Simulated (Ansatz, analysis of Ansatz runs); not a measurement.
# Bond-centred H+ along c in ZnO: local vibrational mode, PBE

How near does this set-up come to the measured local vibrational mode? Subject: bond-centred H+ along c in ZnO. Set-up: PBE, 72-site cell, PBE lattice, 420 eV, k: the single point 1/4 1/4 1/4, anharmonic cut along the mode. The model is a cell of 72 host atoms with 1 H put in. The frequencies come from force constants among the defect atom and its neighbours, with the masses of the isotopes named.

What was measured. O-H stretch, 1H: 3611.3 cm⁻¹ at 10 K, by IR absorption (quoted in “Hydrogen and Related Defects in Oxide Semiconductors”, 2012, M. C. Tarun, 2012 (Ph.D. dissertation, Washington State University), quoting earlier work (2002)). O-D stretch, 2H: 2668 cm⁻¹ at 9 K, by FTIR absorption (quoted in “Hydrogen-related defects in hydrothermally grown ZnO studied by Fourier Transform Infrared Spectroscopy”, 2010, Halvard Haug, quoting earlier work (2005)). The calculation is set beside it at the end.

Calculated with Ansatz 0.2.0; plane-wave PAW DFT, PBE; relaxation of all atoms of a defect supercell.

**1. The starting structure**

The cell holds 73 atoms: 36 Zn, 36 O and 1 H. Cell: a = 9.839 Å, b = 9.839 Å, c = 10.587 Å, α = 90.0°, β = 90.0°, γ = 120.0°. It derives from ZnO (space group P6_3mc). Nearest the centre at fractional (0.444, 0.556, 0.368): H73 at 0.00 Å, O36 at 1.00 Å, Zn33 at 1.70 Å, Zn46 at 2.35 Å, Zn14 at 2.35 Å, Zn38 at 2.35 Å, O43 at 2.68 Å, O11 at 2.68 Å. The cell carries charge +1.

The host's primitive cell comes from a first run (plane-wave PAW DFT, PBE; relaxation of the host's cell and atoms): vectors of 3.280, 3.280 and 5.293 Å. That is 12.33 Å³ an atom, 3.6 % over the diffraction cell's volume. The supercell is built on it.

**2. Relaxation, charge +1**

Every later number rests on the structure around the defect, so the atoms are relaxed at the host's lattice first.

The input, relax/input.yaml:

```yaml
relax:
  f_tol: 0.01
  max_steps: 80
  random_displacement: { amplitude: 0.02, seed: 617 }
crystal:
  lattice:
    - [9.83855992, 0.0, 0.0]
    - [-4.91927996, 8.52044282, 0.0]
    - [0.0, 0.0, 10.58650211]
  atoms:
    - { symbol: Zn, position: [0.111111111, 0.222222222, 0.249983552] }
    - { symbol: Zn, position: [0.222222222, 0.111111111, -1.6448e-05] }
    - { symbol: O, position: [0.222222222, 0.111111111, 0.189521448] }
    - { symbol: O, position: [0.111111111, 0.222222222, 0.439521448] }
    - { symbol: Zn, position: [0.111111111, 0.222222222, 0.749983552] }
    - { symbol: Zn, position: [0.222222222, 0.111111111, 0.499983552] }
    - { symbol: O, position: [0.222222222, 0.111111111, 0.689521448] }
    - { symbol: O, position: [0.111111111, 0.222222222, 0.939521448] }
    - { symbol: Zn, position: [0.111111111, 0.555555556, 0.249983552] }
    - { symbol: Zn, position: [0.222222222, 0.444444444, -1.6448e-05] }
    - { symbol: O, position: [0.222222222, 0.444444444, 0.189521448] }
    - { symbol: O, position: [0.111111111, 0.555555556, 0.439521448] }
    - { symbol: Zn, position: [0.111111111, 0.555555556, 0.749983552] }
    - { symbol: Zn, position: [0.222222222, 0.444444444, 0.499983552] }
    - { symbol: O, position: [0.222222222, 0.444444444, 0.689521448] }
    - { symbol: O, position: [0.111111111, 0.555555556, 0.939521448] }
    - { symbol: Zn, position: [0.111111111, 0.888888889, 0.249983552] }
    - { symbol: Zn, position: [0.222222222, 0.777777778, -1.6448e-05] }
    - { symbol: O, position: [0.222222222, 0.777777778, 0.189521448] }
    - { symbol: O, position: [0.111111111, 0.888888889, 0.439521448] }
    - { symbol: Zn, position: [0.111111111, 0.888888889, 0.749983552] }
    - { symbol: Zn, position: [0.222222222, 0.777777778, 0.499983552] }
    - { symbol: O, position: [0.222222222, 0.777777778, 0.689521448] }
    - { symbol: O, position: [0.111111111, 0.888888889, 0.939521448] }
    - { symbol: Zn, position: [0.444444444, 0.222222222, 0.249983552] }
    - { symbol: Zn, position: [0.555555556, 0.111111111, -1.6448e-05] }
    - { symbol: O, position: [0.555555556, 0.111111111, 0.189521448] }
    - { symbol: O, position: [0.444444444, 0.222222222, 0.439521448] }
    - { symbol: Zn, position: [0.444444444, 0.222222222, 0.749983552] }
    - { symbol: Zn, position: [0.555555556, 0.111111111, 0.499983552] }
    - { symbol: O, position: [0.555555556, 0.111111111, 0.689521448] }
    - { symbol: O, position: [0.444444444, 0.222222222, 0.939521448] }
    - { symbol: Zn, position: [0.444444444, 0.555555556, 0.207476594] }
    - { symbol: Zn, position: [0.555555556, 0.444444444, -1.6448e-05] }
    - { symbol: O, position: [0.555555556, 0.444444444, 0.189521448] }
    - { symbol: O, position: [0.444444444, 0.555555556, 0.463136425] }
    - { symbol: Zn, position: [0.444444444, 0.555555556, 0.749983552] }
    - { symbol: Zn, position: [0.555555556, 0.444444444, 0.499983552] }
    - { symbol: O, position: [0.555555556, 0.444444444, 0.689521448] }
    - { symbol: O, position: [0.444444444, 0.555555556, 0.939521448] }
    - { symbol: Zn, position: [0.444444444, 0.888888889, 0.249983552] }
    - { symbol: Zn, position: [0.555555556, 0.777777778, -1.6448e-05] }
    - { symbol: O, position: [0.555555556, 0.777777778, 0.189521448] }
    - { symbol: O, position: [0.444444444, 0.888888889, 0.439521448] }
    - { symbol: Zn, position: [0.444444444, 0.888888889, 0.749983552] }
    - { symbol: Zn, position: [0.555555556, 0.777777778, 0.499983552] }
    - { symbol: O, position: [0.555555556, 0.777777778, 0.689521448] }
    - { symbol: O, position: [0.444444444, 0.888888889, 0.939521448] }
    - { symbol: Zn, position: [0.777777778, 0.222222222, 0.249983552] }
    - { symbol: Zn, position: [0.888888889, 0.111111111, -1.6448e-05] }
    - { symbol: O, position: [0.888888889, 0.111111111, 0.189521448] }
    - { symbol: O, position: [0.777777778, 0.222222222, 0.439521448] }
    - { symbol: Zn, position: [0.777777778, 0.222222222, 0.749983552] }
    - { symbol: Zn, position: [0.888888889, 0.111111111, 0.499983552] }
    - { symbol: O, position: [0.888888889, 0.111111111, 0.689521448] }
    - { symbol: O, position: [0.777777778, 0.222222222, 0.939521448] }
    - { symbol: Zn, position: [0.777777778, 0.555555556, 0.249983552] }
    - { symbol: Zn, position: [0.888888889, 0.444444444, -1.6448e-05] }
    - { symbol: O, position: [0.888888889, 0.444444444, 0.189521448] }
    - { symbol: O, position: [0.777777778, 0.555555556, 0.439521448] }
    - { symbol: Zn, position: [0.777777778, 0.555555556, 0.749983552] }
    - { symbol: Zn, position: [0.888888889, 0.444444444, 0.499983552] }
    - { symbol: O, position: [0.888888889, 0.444444444, 0.689521448] }
    - { symbol: O, position: [0.777777778, 0.555555556, 0.939521448] }
    - { symbol: Zn, position: [0.777777778, 0.888888889, 0.249983552] }
    - { symbol: Zn, position: [0.888888889, 0.777777778, -1.6448e-05] }
    - { symbol: O, position: [0.888888889, 0.777777778, 0.189521448] }
    - { symbol: O, position: [0.777777778, 0.888888889, 0.439521448] }
    - { symbol: Zn, position: [0.777777778, 0.888888889, 0.749983552] }
    - { symbol: Zn, position: [0.888888889, 0.777777778, 0.499983552] }
    - { symbol: O, position: [0.888888889, 0.777777778, 0.689521448] }
    - { symbol: O, position: [0.777777778, 0.888888889, 0.939521448] }
    - { symbol: H, position: [0.444444001, 0.555555999, 0.368445448] }
total_charge: 1
basis:
  ecutwfc: 420
  xc_grid: 2
hamiltonian:
  xc: pbe
kpoints:
  mp_grid: { grid: [1, 1, 1], shift: [0.25, 0.25, 0.25] }
scf:
  occupations: { method: fermi_dirac, width: 0.01 }
  max_iter: 120
output:
  forces: true
checkpoint:
  write: "../relax.run"
  compress: false
  write_wavefunctions: true
  write_every: 100000
```

Command:

```sh
$ ansatz run input.yaml --threads 2 --pin off --max-ram 4710MiB --backend cpu --events-out ev --progress --plain --runs-dir out
```

Numbers of over 12 decimals in the logs are rounded to 6 here.

What it wrote:

```text
[... repeated set-up lines and file paths are left out, and long positions are rounded to six places ...]
Engine: ansatz 0.2.0, aarch64-unknown-linux-gnu
Pseudopotentials: kind: paw
Pseudopotential: Zn, paw, valence charge 12, recommended cutoff 420 eV (normal), Zn.paw.azcp
Pseudopotential: O, paw, valence charge 6, recommended cutoff 420 eV (normal), O.paw.azcp
Pseudopotential: H, paw, valence charge 1, recommended cutoff 420 eV (normal), H.paw.azcp
Functional definition: PBE
  parameter kappa = 0.804
  parameter beta = 0.066725
  exchange = pbe_x(kappa = kappa, mu = beta*pi^2/3)
  correlation = pbe_c(beta = beta)
Crystal: 73 atoms, lattice volume = 887.455 Å³
Basis set: ecut = 420 eV, 17351 PW (Γ), exchange–correlation on 144×144×144 points (8 copies of the dense FFT grid, shifted against one another)
Bands: 397, of which v1, the nominal top of the filled ones, is band 324 counted from 1 (323 counted from 0)
Symmetry: 1 space group operations
k-points: 1
Non-local potential: Zn, projectors of the file, l = 0: 2, l = 1: 2, l = 2: 3, l = 3: 1
Non-local potential: O, projectors of the file, l = 0: 2, l = 1: 2, l = 2: 1
Non-local potential: H, projectors of the file, l = 0: 2, l = 1: 1
PAW form: soft (Blöchl's): semilocal exchange-correlation on the pseudo side does not see the compensation charge
PAW one-centre angular grid: Zn, 590 points (default); XC on 64 Gauss nodes
PAW one-centre angular grid: O, 110 points (default); XC on 64 Gauss nodes
PAW one-centre angular grid: H, 110 points (default); XC on 64 Gauss nodes
Initial density: superposition of atomic densities (neutral atoms scaled as one to the charged cell's electrons: chi_scale 0, normalization atom), corrected by the library's trained network
Initial wavefunctions: pseudopotential atomic-orbital guess
Functional: x = pbe(κ = 0.804, μ = 0.219515), c = pbe(β = 0.066725)
SCF iter   1: F=—  HF=-139949.614517 eV  |F-HF|=—  |Δ(HF+E_count)|=         —  Δρ=7.97e-3  dr2=3.34e-1  ethr=1.77e-3  ⟨swp⟩=6.0  Hψ=1403  notcnv=0  defer=8
preconditioner: auto → Resta (q_TF=auto, 2.589 Å⁻¹)  ε∞=7.4  [insulator: Δε(μ)=2.193 eV  Ē_g=12.567 eV  σ=0.010 eV  W_gap=1.00  n_scr=242 (ndim 8)  ℏωp=31.7 eV  f_vac=0.041  D(μ)=0.00/eV (n_scr^D=0)  ε∞_Penn≈7.4]
SCF iter   2: F=—  HF=-139949.539033 eV  |F-HF|=—  |Δ(HF+E_count)|=   7.55e-2  Δρ=1.50e-3  dr2=2.08e-2  ethr=5.15e-5  ⟨swp⟩=3.0  Hψ=752  notcnv=0  defer=66
SCF iter   3: F=—  HF=-139949.521233 eV  |F-HF|=—  |Δ(HF+E_count)|=   1.78e-2  Δρ=1.43e-3  dr2=1.92e-2  ethr=3.20e-6  ⟨swp⟩=2.0  Hψ=625  notcnv=0  defer=66
SCF iter   4: F=—  HF=-139949.517698 eV  |F-HF|=—  |Δ(HF+E_count)|=   3.53e-3  Δρ=4.13e-4  dr2=2.16e-3  ethr=2.96e-6  ⟨swp⟩=2.0  Hψ=625  notcnv=0  defer=66
SCF iter   5: F=—  HF=-139949.518941 eV  |F-HF|=—  |Δ(HF+E_count)|=   1.24e-3  Δρ=3.88e-4  dr2=9.27e-4  ethr=3.34e-7  ⟨swp⟩=2.0  Hψ=662  notcnv=0  defer=66
SCF iter   6: F=—  HF=-139949.518853 eV  |F-HF|=—  |Δ(HF+E_count)|=   8.78e-5  Δρ=7.53e-5  dr2=6.96e-5  ethr=1.43e-7  ⟨swp⟩=2.0  Hψ=645  notcnv=0  defer=66
SCF iter   7: F=—  HF=-139949.518867 eV  |F-HF|=—  |Δ(HF+E_count)|=   1.35e-5  Δρ=6.91e-5  dr2=3.17e-5  ethr=1.07e-8  ⟨swp⟩=3.0  Hψ=658  notcnv=0  defer=66
SCF iter   8: F=—  HF=-139949.518860 eV  |F-HF|=—  |Δ(HF+E_count)|=   6.27e-6  Δρ=2.10e-5  dr2=3.19e-6  ethr=4.90e-9  ⟨swp⟩=3.0  Hψ=653  notcnv=0  defer=66
SCF iter   9: F=-139949.518860 eV  HF=-139949.518861 eV  |F-HF|=6.59e-7  |Δ(HF+E_count)|=   4.12e-7  Δρ=1.18e-5  dr2=1.06e-6  ethr=3.86e-10  ⟨swp⟩=4.0  Hψ=1337  notcnv=0
SCF 1 converged in 9 iterations: F = -139949.518860 eV  dr2 = 1.06e-6
  greatest PAW one-centre occupation: 0.988 electrons in one spin orbital (limit 2), on the Zn atom at site 32 (counted from 0), in its partial waves of l = 2
relax step   1: F+E_penalty+E_count = -139949.51886017 eV  Δ(F+E_penalty+E_count) = +0.000e0 eV  max|allowed force component| = 1.835e0 eV/Å  Δτ_max = 0.0000 Å  (9 SCF iters, dr2 threshold 2.50e-6 eV, accepted)
[... the SCF cycles and remarks between the steps are left out from here to the last step ...]
relax step   2: F+E_penalty+E_count = -139950.11271659 eV  Δ(F+E_penalty+E_count) = -5.939e-1 eV  max|allowed force component| = 1.122e0 eV/Å  Δτ_max = 0.0957 Å  (6 SCF iters, dr2 threshold 1.00e-4 eV, accepted)
relax step   3: F+E_penalty+E_count = -139950.21200936 eV  Δ(F+E_penalty+E_count) = -9.929e-2 eV  max|allowed force component| = 5.433e0 eV/Å  Δτ_max = 0.1798 Å  (7 SCF iters, dr2 threshold 7.87e-5 eV, accepted)
relax step   4: F+E_penalty+E_count = -139950.49660373 eV  Δ(F+E_penalty+E_count) = -2.846e-1 eV  max|allowed force component| = 1.495e-1 eV/Å  Δτ_max = 0.1067 Å  (6 SCF iters, dr2 threshold 1.00e-4 eV, accepted)
relax step   5: F+E_penalty+E_count = -139950.49943860 eV  Δ(F+E_penalty+E_count) = -2.835e-3 eV  max|allowed force component| = 1.574e-1 eV/Å  Δτ_max = 0.1049 Å  (8 SCF iters, dr2 threshold 1.40e-6 eV, accepted)
relax step   6: F+E_penalty+E_count = -139950.51277330 eV  Δ(F+E_penalty+E_count) = -1.333e-2 eV  max|allowed force component| = 8.702e-2 eV/Å  Δτ_max = 0.0570 Å  (7 SCF iters, dr2 threshold 1.55e-6 eV, accepted)
relax step   7: F+E_penalty+E_count = -139950.51409903 eV  Δ(F+E_penalty+E_count) = -1.326e-3 eV  max|allowed force component| = 8.970e-3 eV/Å  Δτ_max = 0.0391 Å  (6 SCF iters, dr2 threshold 2.31e-6 eV, accepted)
relax step   8: F+E_penalty+E_count = -139950.51409994 eV  Δ(F+E_penalty+E_count) = -9.052e-7 eV  max|allowed force component| = 8.935e-3 eV/Å  Δτ_max = 0.0000 Å  (4 SCF iters, accepted)
SCF iter   1: F=—  HF=-139950.514275 eV  |F-HF|=—  |Δ(HF+E_count)|=         —  Δρ=3.24e-4  dr2=3.56e-4  ethr=5.09e-7  ⟨swp⟩=6.0  Hψ=1104  notcnv=0  defer=62
SCF iter   2: F=—  HF=-139950.514179 eV  |F-HF|=—  |Δ(HF+E_count)|=   9.61e-5  Δρ=1.63e-4  dr2=8.70e-5  ethr=5.49e-8  ⟨swp⟩=2.0  Hψ=641  notcnv=0  defer=62
SCF iter   3: F=—  HF=-139950.514226 eV  |F-HF|=—  |Δ(HF+E_count)|=   4.72e-5  Δρ=3.28e-5  dr2=7.16e-6  ethr=1.34e-8  ⟨swp⟩=3.0  Hψ=655  notcnv=0  defer=62
SCF iter   4: F=—  HF=-139950.514225 eV  |F-HF|=—  |Δ(HF+E_count)|=   5.78e-7  Δρ=1.38e-5  dr2=1.37e-6  ethr=1.11e-9  ⟨swp⟩=3.0  Hψ=656  notcnv=0  defer=62
SCF iter   5: F=—  HF=-139950.514225 eV  |F-HF|=—  |Δ(HF+E_count)|=   1.90e-7  Δρ=6.96e-6  dr2=4.06e-7  ethr=2.11e-10  ⟨swp⟩=3.0  Hψ=661  notcnv=0  defer=62
SCF iter   6: F=-139950.514225 eV  HF=-139950.514225 eV  |F-HF|=1.96e-8  |Δ(HF+E_count)|=   2.85e-8  Δρ=2.75e-6  dr2=7.66e-8  ethr=1.54e-11  ⟨swp⟩=3.0  Hψ=1678  notcnv=0
SCF 9 converged in 6 iterations: F = -139950.514225 eV  dr2 = 7.66e-8
relax step   9: F+E_penalty+E_count = -139950.51422544 eV  Δ(F+E_penalty+E_count) = -1.255e-4 eV  max|allowed force component| = 9.928e-3 eV/Å  Δτ_max = 0.0069 Å  (6 SCF iters, accepted)
NSCF: frozen V_eff on 1 k-points
the band table was solved once a step of the walk had ended and its energy, with any forces and stress, was formed, with the checks that follow a solve (1297 applications of the Hamiltonian). They found nothing against the state; [...]
SCF converged after 6 iterations
Free energy (F): -139950.514225 eV
Harris-Foulkes:  -139950.514225 eV  (|F-HF|=1.96e-8)
Internal energy: -139950.514225 eV  (E = F + TS)
E sigma→0 (E₀):  -139950.514225 eV
Fermi energy:    7.698327 eV
--- Per-component energies (eV) ---
  E_band       = 908.828433
  E_kinetic    = 10987.894627
  E_local      = -73310.311817  (includes V_loc(G=0)·N_el)
  E_nonlocal   = 24028.948609
  E_hartree    = 30119.007121
  E_xc         = -7550.141272
  E_vxc        = -5204.853943  (∫ρ·V_xc dr)
  E_paw        = -71647.324917  (= ΣΔE_a)
  E_vpaw       = -15830.936082  (= ΣTr[D̂ρ^β])
  E_aug_tail   = 0.073568  (compensation charges beyond the density's cutoff)
  E_ewald      = -52578.660145
  E_smearing   = -0.000000  (= −TS)
  E_closure    = -0.000000  (closes the sum)
  E_deformation_potential = 13.610662  (in the stress; not in F)
  Σ components = -139950.514225   (vs F -139950.514225, Δ=0.00e0)
--- Forces (eV/Å), atoms counted from 1 ---
  atom   1  Zn    -0.00091040    -0.00038072    -0.00060957
  atom   2  Zn    -0.00007835    -0.00029735     0.00056977
  [... 8 atoms left out ...]
  atom  11  O      0.00245206     0.00259560    -0.00082410
  [... 2 atoms left out ...]
  atom  14  Zn     0.00369536    -0.00109325     0.00108846
  [... 18 atoms left out ...]
  atom  33  Zn    -0.00319183     0.00033795    -0.00205606
  [... 1 atom left out ...]
  atom  35  O      0.00305678    -0.00164329    -0.00103708
  atom  36  O      0.00185389    -0.00108461    -0.00605990
  [... 1 atom left out ...]
  atom  38  Zn     0.00115443    -0.00077454     0.00032616
  [... 4 atoms left out ...]
  atom  43  O     -0.00101084    -0.00199449    -0.00131072
  atom  44  O     -0.00238088     0.00124785    -0.00034218
  [... 1 atom left out ...]
  atom  46  Zn     0.00252102    -0.00157300     0.00083495
  [... 26 atoms left out ...]
  atom  73  H     -0.00324784     0.00146093     0.00992618
  max |Σ_I F_I| component: 1.42e-4 eV/Å
--- Band table (eV) ---
  k-point 0: bands = ["-12.8564", "-10.9894", "-10.8882", "-10.8471", [... 389 left out ...] "16.7046", "16.7496", "16.7585", "16.8045"]
--- Relaxed structure (9 steps of the walk, 9 accepted, 0 SCFs on fresh bases) ---
  F+E_penalty+E_count = -139950.51422544 eV   max|allowed force component| = 9.928e-3 eV/Å
  atoms:
    - { symbol: Zn, position: [0.110701, 0.221819, 0.250421] }
    - { symbol: Zn, position: [0.221580, 0.109450, 0.001109] }
    [... 8 atoms left out ...]
    - { symbol: O, position: [0.217949, 0.442558, 0.185406] }
    [... 2 atoms left out ...]
    - { symbol: Zn, position: [0.208060, 0.437160, 0.509648] }
    [... 18 atoms left out ...]
    - { symbol: Zn, position: [0.444011, 0.555959, 0.173733] }
    [... 1 atom left out ...]
    - { symbol: O, position: [0.557107, 0.443005, 0.185615] }
    - { symbol: O, position: [0.444690, 0.555567, 0.464187] }
    [... 1 atom left out ...]
    - { symbol: Zn, position: [0.563071, 0.437069, 0.510044] }
    [... 4 atoms left out ...]
    - { symbol: O, position: [0.557404, 0.782020, 0.185508] }
    - { symbol: O, position: [0.444794, 0.888097, 0.439925] }
    [... 1 atom left out ...]
    - { symbol: Zn, position: [0.562986, 0.792127, 0.509820] }
    [... 26 atoms left out ...]
    - { symbol: H, position: [0.445379, 0.555487, 0.372151] }
```

Elapsed: 7.2 min, on 2 threads of Arm Neoverse V1, shared host; peak memory 2.2 GiB; 14 min of CPU time.

Relaxation path:

```
step  energy less that of the first step (eV)  largest force component (eV/Å)
   1                                   0.0000                          1.8350
   2                                  -0.5939                          1.1218
   3                                  -0.6931                          5.4333
   4                                  -0.9777                          0.1495
   5                                  -0.9806                          0.1574
   6                                  -0.9939                          0.0870
   7                                  -0.9952                          0.0090
   8                                  -0.9952                          0.0089
   9                                  -0.9954                          0.0099
```

The atoms that moved most (Å, from the sites as typed, ahead of the random displacement):

```
atom      dx      dy      dz  length
Zn33  -0.005   0.002  -0.358   0.358
Zn38   0.111  -0.064   0.106   0.166
Zn46   0.003   0.121   0.104   0.159
Zn14  -0.103  -0.063   0.102   0.158
Zn34   0.098  -0.057  -0.093   0.146
Zn10  -0.094  -0.058  -0.096   0.146
Zn42   0.003   0.109  -0.095   0.145
 O40   0.002  -0.001   0.128   0.128
```

Neighbours of H73 at the end:

```
atom  distance (Å)
 O36         0.974
Zn33         2.101
Zn38         2.486
Zn46         2.488
Zn14         2.492
 O35         2.748
 O43         2.762
 O11         2.768
```

Numbers from this step:

```
free energy : -139950.5142 eV
```

The relaxation ends 14 meV an atom lower than the displaced start, with a largest force component of 0.0099 eV/Å.

[end of part 1 of 2]

[Logs are printed without paths, hosts, clocks, repeated set-up lines and the standing remarks that a program may print on its own settings, such as how far it seeks lower states.]

[Hosts, paths, dates, database ids (printed as entryN), source tags and the programs' standing remarks are cut or masked in the printed files.]

[For some hosts the program warned that the k-mesh of the response run may be too coarse for force constants and the static dielectric constant; such warnings are not shown here.]
